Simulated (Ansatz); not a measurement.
Consider LiMoN2 (R3m).

```yaml
crystal:
  lattice:
    - [-1.66934, 0.00000, 5.29899]
    - [0.83467, -1.44569, 5.29899]
    - [0.83467, 1.44569, 5.29899]
  atoms:
    - { symbol: Li, position: [0.41360, 0.41360, 0.41360] }
    - { symbol: Mo, position: [0.58592, 0.58592, 0.58592] }
    - { symbol: N, position: [0.84263, 0.84263, 0.84263] }
    - { symbol: N, position: [0.99655, 0.99655, 0.99655] }
```

The cell and positions are those that the Materials Project relaxed with its own functionals (PBE, PBE+U or r2SCAN), kept fixed. The program's search for lower electronic states was switched off, so nothing shows that the state found is the lowest. PAW set soft_2, made with PBE.

A constrained-RPA run (Ansatz 0.2.0; non-magnetic LDA; Mo d + anion p, bands v7 to c4, 6×6×6 mesh, medium accuracy) builds 11 functions on bands 13 eV wide, with 13.0 electrons in the window. The bare on-site interaction is 14.6 eV and the bare J 0.56 eV.

Q: Estimate U, U′ and J.

On the Mo d shell, U = 7.58 eV (52 % of the bare value), U′ = 6.71 eV, J = 0.43 eV.

The parent state is non-magnetic and the interaction static (zero frequency); U depends on the window and the orbitals, so it belongs to this model alone. A window that holds the anion p bands defines a model with explicit ligands; its U belongs to that model and is not the U of DFT+U.

[Paths, hosts, dates, memory and timing lines, banners, echoed tables and standing remarks are left out of the program output.]

[Logs are printed without paths, hosts, clocks, repeated set-up lines and the standing remarks that a program may print on its own settings, such as how far it seeks lower states.]

[Runs of the session that timed out or met a known fault of the program may be left out.]

[Hosts, paths, dates, database ids (printed as entryN), source tags and the programs' standing remarks are cut or masked in the printed files.]
